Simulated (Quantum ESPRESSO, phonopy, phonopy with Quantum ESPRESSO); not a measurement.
# Al (Fm-3m): a volume series of phonon spectra, part 5 of 6

Wanted: mode Grüneisen parameters of Al and a free-energy fit over volumes.

Experimental results on record:
- volume expansion coefficient 69 1e-6/K and heat capacity C_P per formula unit 24.2 J/mol/K near room temperature (given in “High-Throughput Prediction of Finite-Temperature Properties using the Quasi-Harmonic Approximation”, 2016, arXiv:1603.06924)

Quantum ESPRESSO 7.5; DFT PBEsol, scalar-relativistic, plane waves, GBRV ultrasoft pseudopotentials.

So far. Step 12 (Phonons, V/V0 0.985): No mode is imaginary beyond numerical noise along the path. Step 12 (Phonons, V/V0 0.985): The time given is that of the one pw.x run on a displaced cell behind this step.

## 13. Ground state at this cell, V/V0 1.03

A tight ground state at this cell gives the energy of this member; its pressure is the stress at this cutoff, which can carry an offset from the finite basis.

This step: DFT PBEsol, scalar-relativistic, plane waves, GBRV ultrasoft pseudopotentials (Quantum ESPRESSO 7.5).

System of this step: Al. It takes space group Fm-3m (No. 225, cubic). The conventional cell has a = 4.053 Å, b = 4.053 Å, c = 4.053 Å, α = 90.00°, β = 90.00°, γ = 90.00°. Al has 12 Al at 2.87 Å nearest.

Input file scf.in:

```
&CONTROL
  calculation = 'scf'
  prefix      = 'x'
  outdir      = './tmp'
  pseudo_dir  = './pseudo'
  tprnfor     = .true.
  tstress     = .true.
/
&SYSTEM
  ibrav       = 0
  nat         = 1
  ntyp        = 1
  ecutwfc     = 40.0
  ecutrho     = 240.0
  occupations = 'smearing'
  smearing    = 'mv'
  degauss     = 0.02
/
&ELECTRONS
  conv_thr         = 1.0d-12
  mixing_beta      = 0.7
  electron_maxstep = 100
/
ATOMIC_SPECIES
 Al     26.9815  Al.upf
CELL_PARAMETERS angstrom
     0.000000000    2.026549115    2.026549115
     2.026549115    0.000000000    2.026549115
     2.026549115    2.026549115    0.000000000
ATOMIC_POSITIONS crystal
 Al     0.000000000   0.000000000   0.000000000
K_POINTS automatic
 16 16 16 0 0 0
```

Launch:

```
$ OMP_NUM_THREADS=1 mpirun -n 4 pw.x -nk 4 -in scf.in > scf.out
```

The program printed:

```text
[banner, memory and clock lines left out]
Program PWSCF v.7.5

     Message from routine setup:
     using ibrav=0 with symmetry is DISCOURAGED, use correct ibrav instead

     G-vector sticks info

     bravais-lattice index     =            0
     lattice parameter (alat)  =       5.4159  a.u.
     unit-cell volume          =     112.3306 (a.u.)^3
     number of atoms/cell      =            1
     number of atomic types    =            1
[...]
Total force =     0.000000     Total SCF correction =     0.000000

     Computing stress (Cartesian axis) and pressure

          total   stress  (Ry/bohr**3)                   (kbar)     P=      -22.73
  -0.00015453  -0.00000000   0.00000000          -22.73       -0.00        0.00
   0.00000000  -0.00015453   0.00000000            0.00      -22.73        0.00
   0.00000000   0.00000000  -0.00015453            0.00        0.00      -22.73

     XML data file, charge density, pseudopotentials, collected wavefunctions
[key lines of the parts left out:]
!    total energy              =      -6.66444880 Ry
the Fermi energy is     7.7891 ev
convergence has been achieved in   7 iterations
```

The job ended after 2.6 s (4 MPI ranks of Arm Neoverse V1, shared host).

The run ends at a pressure of -2.27 GPa.

## 14. Forces on a displaced cell

One atom (for the harmonic constants) or a pair of atoms (for the cubic ones) is moved by a few hundredths of an ångström; the forces on all atoms give a column of force constants. The threshold is tight because the forces are small.

System of this step: Al. Symmetry: Imm2, No. 44, orthorhombic system. Conventional cell: a = 5.732 Å, b = 8.106 Å, c = 5.732 Å, α = 90.00°, β = 90.00°, γ = 90.00°. Al has 12 Al at 2.85 to 2.89 Å nearest. Nearest to Al lie 12 Al at 2.85 to 2.89 Å. Nearest to Al lie 12 Al at 2.86 to 2.88 Å. Nearest to Al lie 12 Al at 2.87 Å. Nearest to Al lie 12 Al at 2.87 Å.

Input file disp-00001.in:

```
&CONTROL
  calculation = 'scf'
  prefix      = 'x'
  outdir      = './tmp'
  pseudo_dir  = './pseudo'
  tprnfor     = .true.
  disk_io     = 'none'
/
&SYSTEM
  ibrav       = 0
  nat         = 8
  ntyp        = 1
  ecutwfc     = 40.0
  ecutrho     = 240.0
  occupations = 'smearing'
  smearing    = 'mv'
  degauss     = 0.02
/
&ELECTRONS
  conv_thr         = 1.0d-11
  mixing_beta      = 0.7
  electron_maxstep = 100
/
ATOMIC_SPECIES
 Al     26.9815  Al.upf
CELL_PARAMETERS angstrom
     0.000000000    4.053098230    4.053098230
     4.053098230    0.000000000    4.053098230
     4.053098230    4.053098230    0.000000000
ATOMIC_POSITIONS crystal
 Al     0.003489216   0.000000000   0.000000000
 Al     0.500000000   0.000000000   0.000000000
 Al     0.000000000   0.500000000   0.000000000
 Al     0.500000000   0.500000000   0.000000000
 Al     0.000000000   0.000000000   0.500000000
 Al     0.500000000   0.000000000   0.500000000
 Al     0.000000000   0.500000000   0.500000000
 Al     0.500000000   0.500000000   0.500000000
K_POINTS automatic
 7 7 7 0 0 0
```

Launch:

```
$ OMP_NUM_THREADS=1 mpirun -n 4 pw.x -nk 4 -in disp-00001.in > disp-00001.out
```

The program printed:

```text
[banner, memory and clock lines left out]
Program PWSCF v.7.5

     Message from routine setup:
     using ibrav=0 with symmetry is DISCOURAGED, use correct ibrav instead

     G-vector sticks info

     bravais-lattice index     =            0
     lattice parameter (alat)  =      10.8318  a.u.
     unit-cell volume          =     898.6446 (a.u.)^3
     number of atoms/cell      =            8
     number of atomic types    =            1
[...]
atom    2 type  1   force =    -0.00000000    0.00133581    0.00133581
     atom    3 type  1   force =     0.00070223   -0.00020383    0.00063202
[...]
atom    7 type  1   force =     0.00000000   -0.00007016   -0.00007016
     atom    8 type  1   force =    -0.00000000    0.00009401    0.00009401

     Total force =     0.004142     Total SCF correction =     0.000000
     Message from routine punch:
     Nothing written, as per user request (disk_io='none')
[key lines of the parts left out:]
!    total energy              =     -53.30759853 Ry
the Fermi energy is     7.7436 ev
convergence has been achieved in   9 iterations
```

Run time: 25 s. Hardware: 4 MPI ranks; 98 s of CPU time.

## 15. Phonons, V/V0 1.03

This step: DFT PBEsol, scalar-relativistic, plane waves, GBRV ultrasoft pseudopotentials (phonopy with Quantum ESPRESSO 4.10.0 / 7.5).

The job ended after 25 s (4 threads; 98 s of CPU time).

No mode is imaginary beyond numerical noise along the path.

The time given is that of the one pw.x run on a displaced cell behind this step.

## 16. Ground state at this cell, V/V0 0.97

A tight ground state at this cell gives the energy of this member; its pressure is the stress at this cutoff, which can carry an offset from the finite basis.

This step: DFT PBEsol, scalar-relativistic, plane waves, GBRV ultrasoft pseudopotentials (Quantum ESPRESSO 7.5).

System of this step: Al. The structure is cubic, space group Fm-3m (No. 225). Conventional cell: a = 3.973 Å, b = 3.973 Å, c = 3.973 Å, α = 90.00°, β = 90.00°, γ = 90.00°. Al has 12 Al at 2.81 Å nearest.

Edit scf.in of step 13 so:

```diff
@@ -26,5 +26,5 @@
 CELL_PARAMETERS angstrom
-     0.000000000    2.026549115    2.026549115
-     2.026549115    0.000000000    2.026549115
-     2.026549115    2.026549115    0.000000000
+     0.000000000    1.986408829    1.986408829
+     1.986408829    0.000000000    1.986408829
+     1.986408829    1.986408829    0.000000000
 ATOMIC_POSITIONS crystal
```

Launch:

```
$ OMP_NUM_THREADS=1 mpirun -n 4 pw.x -nk 4 -in scf.in > scf.out
```

The program printed:

```text
[banner, memory and clock lines left out]
Program PWSCF v.7.5

     Message from routine setup:
     using ibrav=0 with symmetry is DISCOURAGED, use correct ibrav instead

     G-vector sticks info

     bravais-lattice index     =            0
     lattice parameter (alat)  =       5.3086  a.u.
     unit-cell volume          =     105.7871 (a.u.)^3
     number of atoms/cell      =            1
     number of atomic types    =            1
[...]
Total force =     0.000000     Total SCF correction =     0.000000

     Computing stress (Cartesian axis) and pressure

          total   stress  (Ry/bohr**3)                   (kbar)     P=       26.89
   0.00018279  -0.00000000   0.00000000           26.89       -0.00        0.00
  -0.00000000   0.00018279   0.00000000           -0.00       26.89        0.00
  -0.00000000   0.00000000   0.00018279           -0.00        0.00       26.89

     XML data file, charge density, pseudopotentials, collected wavefunctions
[key lines of the parts left out:]
!    total energy              =      -6.66441747 Ry
the Fermi energy is     8.4216 ev
convergence has been achieved in   7 iterations
```

The job ended after 2.6 s (4 MPI ranks).

The run ends at a pressure of 2.69 GPa.

## 17. Forces on a displaced cell

One atom (for the harmonic constants) or a pair of atoms (for the cubic ones) is moved by a few hundredths of an ångström; the forces on all atoms give a column of force constants. The threshold is tight because the forces are small.

System of this step: Al. Symmetry: Imm2, No. 44, orthorhombic system. The conventional cell has a = 5.618 Å, b = 7.946 Å, c = 5.618 Å, α = 90.00°, β = 90.00°, γ = 90.00°. Al has 12 Al at 2.79 to 2.83 Å nearest. Nearest to Al lie 12 Al at 2.80 to 2.82 Å. Nearest to Al lie 12 Al at 2.81 Å. Nearest to Al lie 12 Al at 2.81 Å.

Edit disp-00001.in of step 14 so:

```diff
@@ -26,7 +26,7 @@
 CELL_PARAMETERS angstrom
-     0.000000000    4.053098230    4.053098230
-     4.053098230    0.000000000    4.053098230
-     4.053098230    4.053098230    0.000000000
+     0.000000000    3.972817658    3.972817658
+     3.972817658    0.000000000    3.972817658
+     3.972817658    3.972817658    0.000000000
 ATOMIC_POSITIONS crystal
- Al     0.003489216   0.000000000   0.000000000
+ Al     0.003559724   0.000000000   0.000000000
  Al     0.500000000   0.000000000   0.000000000
```

Launch:

```
$ OMP_NUM_THREADS=1 mpirun -n 4 pw.x -nk 4 -in disp-00001.in > disp-00001.out
```

The program printed:

```text
[banner, memory and clock lines left out]
Program PWSCF v.7.5

     Message from routine setup:
     using ibrav=0 with symmetry is DISCOURAGED, use correct ibrav instead

     G-vector sticks info

     bravais-lattice index     =            0
     lattice parameter (alat)  =      10.6173  a.u.
     unit-cell volume          =     846.2964 (a.u.)^3
     number of atoms/cell      =            8
     number of atomic types    =            1
[...]
atom    2 type  1   force =     0.00000000    0.00167180    0.00167180
     atom    3 type  1   force =     0.00087943   -0.00020321    0.00079050
[...]
atom    7 type  1   force =     0.00000000   -0.00008885   -0.00008885
     atom    8 type  1   force =     0.00000000    0.00010937    0.00010937

     Total force =     0.005275     Total SCF correction =     0.000001
     Message from routine punch:
     Nothing written, as per user request (disk_io='none')
[key lines of the parts left out:]
!    total energy              =     -53.30792658 Ry
the Fermi energy is     8.3640 ev
convergence has been achieved in   9 iterations
```

The job ended after 25 s (4 MPI ranks; 98 s of CPU time).

## 18. Lattice dynamics at this volume, V/V0 0.97

This step: DFT PBEsol, scalar-relativistic, plane waves, GBRV ultrasoft pseudopotentials (phonopy with Quantum ESPRESSO 4.10.0 / 7.5).

Wall time 25 s (4 threads); 98 s of CPU time.

No mode is imaginary beyond numerical noise along the path.

The time given is that of the one pw.x run on a displaced cell behind this step.

## 19. Ground state at this cell, V/V0 1.05

A tight ground state at this cell gives the energy of this member; its pressure is the stress at this cutoff, which can carry an offset from the finite basis.

This step: DFT PBEsol, scalar-relativistic, plane waves, GBRV ultrasoft pseudopotentials (Quantum ESPRESSO 7.5).

System of this step: Al. It takes space group Fm-3m (No. 225, cubic). Conventional cell: a = 4.079 Å, b = 4.079 Å, c = 4.079 Å, α = 90.00°, β = 90.00°, γ = 90.00°. Nearest to Al lie 12 Al at 2.88 Å.

Edit scf.in of step 16 so:

```diff
@@ -26,5 +26,5 @@
 CELL_PARAMETERS angstrom
-     0.000000000    1.986408829    1.986408829
-     1.986408829    0.000000000    1.986408829
-     1.986408829    1.986408829    0.000000000
+     0.000000000    2.039581943    2.039581943
+     2.039581943    0.000000000    2.039581943
+     2.039581943    2.039581943    0.000000000
 ATOMIC_POSITIONS crystal
```

Launch:

```
$ OMP_NUM_THREADS=1 mpirun -n 4 pw.x -nk 4 -in scf.in > scf.out
```

The program printed:

```text
[banner, memory and clock lines left out]
Program PWSCF v.7.5

     Message from routine setup:
     using ibrav=0 with symmetry is DISCOURAGED, use correct ibrav instead

     G-vector sticks info

     bravais-lattice index     =            0
     lattice parameter (alat)  =       5.4507  a.u.
     unit-cell volume          =     114.5118 (a.u.)^3
     number of atoms/cell      =            1
     number of atomic types    =            1
[...]
Total force =     0.000000     Total SCF correction =     0.000000

     Computing stress (Cartesian axis) and pressure

          total   stress  (Ry/bohr**3)                   (kbar)     P=      -35.90
  -0.00024404  -0.00000000   0.00000000          -35.90       -0.00        0.00
  -0.00000000  -0.00024404  -0.00000000           -0.00      -35.90       -0.00
   0.00000000  -0.00000000  -0.00024404            0.00       -0.00      -35.90

     XML data file, charge density, pseudopotentials, collected wavefunctions
[key lines of the parts left out:]
!    total energy              =      -6.66401235 Ry
the Fermi energy is     7.5911 ev
convergence has been achieved in   7 iterations
```

The job ended after 2.5 s (4 MPI ranks; 9.8 s of CPU time).

The run ends at a pressure of -3.59 GPa.

## 20. A displaced supercell

One atom (for the harmonic constants) or a pair of atoms (for the cubic ones) is moved by a few hundredths of an ångström; the forces on all atoms give a column of force constants. The threshold is tight because the forces are small.

System of this step: Al. Symmetry: Imm2, No. 44, orthorhombic system. The conventional cell has a = 5.769 Å, b = 8.158 Å, c = 5.769 Å, α = 90.00°, β = 90.00°, γ = 90.00°. Nearest to Al lie 12 Al at 2.86 to 2.90 Å. Al has 12 Al at 2.87 to 2.89 Å nearest. Al has 12 Al at 2.88 Å nearest. Nearest to Al lie 12 Al at 2.88 Å.

Edit disp-00001.in of step 17 so:

```diff
@@ -26,7 +26,7 @@
 CELL_PARAMETERS angstrom
-     0.000000000    3.972817658    3.972817658
-     3.972817658    0.000000000    3.972817658
-     3.972817658    3.972817658    0.000000000
+     0.000000000    4.079163887    4.079163887
+     4.079163887    0.000000000    4.079163887
+     4.079163887    4.079163887    0.000000000
 ATOMIC_POSITIONS crystal
- Al     0.003559724   0.000000000   0.000000000
+ Al     0.003466920   0.000000000   0.000000000
  Al     0.500000000   0.000000000   0.000000000
```

Launch:

```
$ OMP_NUM_THREADS=1 mpirun -n 4 pw.x -nk 4 -in disp-00001.in > disp-00001.out
```

The program printed:

```text
[banner, memory and clock lines left out]
Program PWSCF v.7.5

     Message from routine setup:
     using ibrav=0 with symmetry is DISCOURAGED, use correct ibrav instead

     G-vector sticks info

     bravais-lattice index     =            0
     lattice parameter (alat)  =      10.9015  a.u.
     unit-cell volume          =     916.0940 (a.u.)^3
     number of atoms/cell      =            8
     number of atomic types    =            1
[...]
atom    2 type  1   force =     0.00000000    0.00123722    0.00123722
     atom    3 type  1   force =     0.00065030   -0.00020077    0.00058545
[...]
atom    7 type  1   force =    -0.00000000   -0.00006480   -0.00006480
     atom    8 type  1   force =     0.00000000    0.00008799    0.00008799

     Total force =     0.003814     Total SCF correction =     0.000001
     Message from routine punch:
     Nothing written, as per user request (disk_io='none')
[key lines of the parts left out:]
!    total energy              =     -53.30400342 Ry
the Fermi energy is     7.5499 ev
convergence has been achieved in   9 iterations
```

Wall time 25 s (4 MPI ranks); 100 s of CPU time.

## 21. Phonons, V/V0 1.05

This step: DFT PBEsol, scalar-relativistic, plane waves, GBRV ultrasoft pseudopotentials (phonopy with Quantum ESPRESSO 4.10.0 / 7.5).

Wall time 25 s (4 threads).

No mode is imaginary beyond numerical noise along the path.

The time given is that of the one pw.x run on a displaced cell behind this step.

## 22. How the modes move with volume

This step: DFT PBEsol, scalar-relativistic, plane waves, GBRV ultrasoft pseudopotentials (phonopy 4.10.0).

This step gave:

* share of modes with a negative Grüneisen parameter: 0

[end of part 5 of 6]

[Logs are printed without paths, hosts, clocks, repeated set-up lines and the standing remarks that a program may print on its own settings, such as how far it seeks lower states.]

[Hosts, paths, dates, database ids (printed as entryN), source tags and the programs' standing remarks are cut or masked in the printed files.]

[A step with changed settings may run another functional than the one named; its input shows which.]

[Of the runs on displaced cells, only some may be shown.]
